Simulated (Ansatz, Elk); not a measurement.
## Bonding as seen by X-rays: HfN2

Structure refinements treat a crystal as free atoms side by side. For a made-up structure of HfN2 (cell and positions from a PBE relaxation) the runs below show what the calculated density changes in F(hkl).

Method: DFT, PBE, all-electron APW+lo, Dirac cores, scalar-relativistic bands, static density, no spin, in Elk 11.2.3 (patched build).

This account leaves out most program logs.

The structure was built from a prototype and need not be the compound's stable phase.

### 1. The structure

The structure is hexagonal, space group P6/mmm (No. 191). The conventional cell has a = 3.454 Å, b = 3.454 Å, c = 2.917 Å, α = 90.00°, β = 90.00°, γ = 120.00°. Nearest to Hf lie 12 N at 2.47 Å. N has 3 N at 1.99 Å and 6 Hf at 2.47 Å nearest. Farther neighbours and most contacts between anions are not listed.

### 2. Ground state and structure factors

An all-electron density is needed, since X-rays see the cores too. Task 0 finds the density and task 195 Fourier-transforms it; tshift is off so that phases refer to the origin typed.

elk.in

```
tasks
  0
  195

xctype
  20

spinpol
  .false.

rgkmax
  7.0

gmaxvr
  14.0

lmaxo
  7

lmaxapw
  8

swidth
  0.002

tshift
  .false.

ramdisk
  .false.

hmaxvr
  5.5

maxscl
  120

epspot
  1e-06

sppath
  './'

avec
  6.52717202137 -0.00000000000 0.00000000000
  -3.26358601069 5.65269678538 -0.00000000000
  0.00000000000 -0.00000000000 5.51309115044

atoms
  2
  'Hf.in'
  1
  0.0000000000 -0.0000000000 -0.0000000000   0.000000 0.000000 0.000000
  'N.in'
  2
  0.6666666667 0.3333333333 0.5000000000   0.000000 0.000000 0.000000
  0.3333333333 0.6666666667 0.5000000000   0.000000 0.000000 0.000000

ngridk
  8 8 8
```

The run is started by

```console
OMP_NUM_THREADS=4 elk
```

The job ended after 12 s (4 threads of Intel Xeon Platinum 8375C at 2.90GHz (Ice Lake), shared host; peak memory 0.16 GiB; 35 s of CPU time).

SFACRHO.OUT:

```text

h k l indices transformed by vhmat matrix:
   1.000000000       0.000000000       0.000000000    
   0.000000000       1.000000000       0.000000000    
   0.000000000       0.000000000       1.000000000    

      h      k      l  multipl.   |H|            Re(F)            Im(F)           |F|

      0      0      0      1   0.0000000       86.000001     -0.10791781E-17   86.000001    
      0      1      0      6   1.1115377       57.731255      0.10585891E-14   57.731255    
      0      0      1      2   1.1396846       52.242870     -0.23054957E-14   52.242870    
      1      0     -1     12   1.5919790       62.036223     -0.70572609E-15   62.036223    
      1      1      0      6   1.9252397       61.584935     -0.28749375E-14   61.584935    
      2      0      0      6   2.2230753       48.700040      0.10585891E-14   48.700040    
     -1      2     -1     12   2.2372816       45.880821      0.56025327E-14   45.880821    
      0      0     -2      2   2.2793693       56.507225     -0.34776400E-14   56.507225    
      2     -2     -1     12   2.4981883       51.747229      0.24700413E-14   51.747229    
      0      1     -2     12   2.5359496       46.372246      0.14114522E-14   46.372246    
     -2     -1      0     12   2.9408522       43.025951     -0.10585891E-14   43.025951    
      1      1     -2     12   2.9836341       49.036488     -0.28235683E-14   49.036488    
      2      1      1     24   3.1539646       45.483819      -0.0000000       45.483819    
     -2      2     -2     12   3.1839579       41.217864      0.24700413E-14   41.217864    
     -3      3      0      6   3.3346130       45.960681     -0.35786826E-14   45.960681    
      0      0     -3      2   3.4190539       37.784303     -0.13712360E-14   37.784303    
      3      0     -1     12   3.5239927       36.855917      0.20658339E-14   36.855917    
     -1      1      3     12   3.5951976       41.893462      0.35286304E-15   41.893462
```

Elk indexes on the primitive cell of elk.in and gives |H| = 4π sin θ/λ in inverse bohr. Below, one row stands for each form hkl of the conventional cell (m members, Friedel mates merged), F is for one primitive cell and the density is static (no thermal factor). Free-atom factors are Waasmaier and Kirfel's, and R is Σm||F|−|F'||/Σm|F|.

| hkl | m | sin θ/λ (Å⁻¹) | abs F, DFT | neutral atoms | diff. |
| --- | --- | --- | --- | --- | --- |
| 100 | 6 | 0.167 | 57.731 | 58.009 | -0.277 |
| 001 | 2 | 0.171 | 52.243 | 52.761 | -0.518 |
| 101 | 12 | 0.239 | 62.036 | 62.151 | -0.114 |
| 110 | 6 | 0.289 | 61.585 | 61.460 | +0.125 |
| 200 | 6 | 0.334 | 48.700 | 48.932 | -0.232 |
| 111 | 12 | 0.336 | 45.881 | 45.946 | -0.065 |
| 002 | 2 | 0.343 | 56.507 | 56.890 | -0.383 |
| 201 | 12 | 0.376 | 51.747 | 51.736 | +0.011 |
| 102 | 12 | 0.381 | 46.372 | 46.312 | +0.060 |
| 210 | 12 | 0.442 | 43.026 | 43.084 | -0.057 |
| 112 | 12 | 0.449 | 49.036 | 49.167 | -0.130 |
| 211 | 24 | 0.474 | 45.484 | 45.538 | -0.054 |
| 202 | 12 | 0.479 | 41.218 | 41.260 | -0.042 |
| 300 | 6 | 0.501 | 45.961 | 45.971 | -0.010 |
| 003 | 2 | 0.514 | 37.784 | 37.689 | +0.096 |
| 301 | 12 | 0.530 | 36.856 | 37.011 | -0.155 |
| 103 | 12 | 0.541 | 41.894 | 42.015 | -0.121 |
| 212 | 24 | 0.559 | 37.445 | 37.544 | -0.100 |

### 3. The highest occupied states alone

An energy window below the Fermi level keeps the highest occupied states, to see at which angles they scatter; shallow core shells can lie inside it and anion s states outside. No new self-consistency is needed.

elk.in: that of step 2 with these lines changed.

```diff
@@ -1,3 +1,2 @@
 tasks
-  0
   195
@@ -40,2 +39,5 @@
 
+wsfac
+  -0.134520 0.716720
+
 sppath
```

The run is started by

```console
OMP_NUM_THREADS=4 elk
```

Elapsed: 2.5 s, on 4 threads; peak memory 0.16 GiB; 4.6 s of CPU time.

States within 15 eV below the Fermi level hold 25.98 electrons; any levels below the window count with the cores. Their amplitudes can exceed the total, where window and core parts have opposite phase:

| hkl | sin θ/λ (Å⁻¹) | abs F, window | abs F, all |
| --- | --- | --- | --- |
| 100 | 0.167 | 10.163 | 57.731 |
| 001 | 0.171 | 7.462 | 52.243 |
| 101 | 0.239 | 12.812 | 62.036 |
| 110 | 0.289 | 12.707 | 61.585 |
| 200 | 0.334 | 8.040 | 48.700 |
| 111 | 0.336 | 7.349 | 45.881 |
| 002 | 0.343 | 10.132 | 56.507 |
| 201 | 0.376 | 8.885 | 51.747 |
| 102 | 0.381 | 7.629 | 46.372 |
| 210 | 0.442 | 6.508 | 43.026 |

### 4. Another functional

The difference from free atoms is small, so it is set against the change that PBEsol makes.

elk.in: that of step 3 with these lines changed.

```diff
@@ -1,2 +1,3 @@
 tasks
+  0
   195
@@ -4,3 +5,3 @@
 xctype
-  20
+  22
 
@@ -39,5 +40,2 @@
 
-wsfac
-  -0.134520 0.716720
-
 sppath
```

The run is started by

```console
OMP_NUM_THREADS=4 elk
```

Run time: 12 s. Hardware: 4 threads; peak memory 0.16 GiB; 33 s of CPU time.

Against the first run R = 0.01 %; the largest change is -0.041 at 110.

### 5. Basis size

A smaller basis shows how fast F responds to it; the change is likely larger than the basis error of the first run, but doesn't show convergence.

elk.in: that of step 4 with these lines changed.

```diff
@@ -5,3 +5,3 @@
 xctype
-  22
+  20
 
@@ -11,3 +11,3 @@
 rgkmax
-  7.0
+  5.5
```

The run is started by

```console
OMP_NUM_THREADS=4 elk
```

Elapsed: 10 s, on 4 threads; peak memory 0.16 GiB; 29 s of CPU time.

Against the first run R = 0.02 %; the largest change is -0.047 at 003.

### 6. Basis size

The basis and the expansions that go with it are enlarged, to see whether the differences are converged.

elk.in: that of step 5 with these lines changed.

```diff
@@ -11,12 +11,12 @@
 rgkmax
-  5.5
+  8.5
 
 gmaxvr
-  14.0
+  18.0
 
 lmaxo
-  7
+  9
 
 lmaxapw
-  8
+  10
```

The run is started by

```console
OMP_NUM_THREADS=4 elk
```

It took 24 s on 4 threads; peak memory 0.21 GiB; 71 s of CPU time.

Against the first run R = 0.01 %; the largest change is +0.007 at 113.

### 7. Settings against the effect

| run | R against the first run (%) | R against neutral atoms, low angle (%) | wall time |
| --- | --- | --- | --- |
| PBE, rgkmax 7 | 0.00 | 0.31 | 12 s |
| PBEsol | 0.01 | 0.30 | 12 s |
| rgkmax 5.5 | 0.02 | 0.30 | 10 s |
| rgkmax 8.5 with larger expansions | 0.01 | 0.31 | 24 s |

### 8. What came out

```json
{"R against neutral atoms, sin θ/λ < 0.3 Å⁻¹": "0.31 %", "R against neutral atoms, 0.3 to 0.82 Å⁻¹": "0.20 %"}
```

Independent neutral atoms miss the calculated amplitudes by R = 0.31 % below 0.3 Å⁻¹ and 0.20 % from there to 0.82 Å⁻¹; by shells, 0.31 % 0.15 to 0.3 (4 forms), 0.19 % 0.3 to 0.45 (7 forms), 0.20 % above 0.45 (33 forms). Bonding, aspherical density and the tables' own atoms all enter these figures, and the runs don't part them. The largest change of an amplitude is -0.52 electrons, at 001. The window's part falls from 26.0 electrons at the origin to at most 6.45 between 0.45 and 0.82 Å⁻¹, where compact states inside the window still scatter. The window holds more than the 14 outer electrons of the free atoms, so shallow core shells lie inside it. Below 0.3 Å⁻¹ the changes that finished (PBEsol, rgkmax 5.5 and rgkmax 8.5 with larger expansions) move F by R = 0.05 % at most, against the 0.31 % that separates it from free atoms. The k-mesh has no finished test. Spin-orbit coupling is left out, which can matter for elements this heavy. Part of the difference isn't bonding: the tables are fits to free atoms and ions calculated by other methods than this functional. Thermal motion, anomalous dispersion and extinction are left out.

[Logs are printed without paths, hosts, clocks, repeated set-up lines and the standing remarks that a program may print on its own settings, such as how far it seeks lower states.]

[Hosts, paths, dates, database ids (printed as entryN), source tags and the programs' standing remarks are cut or masked in the printed files.]
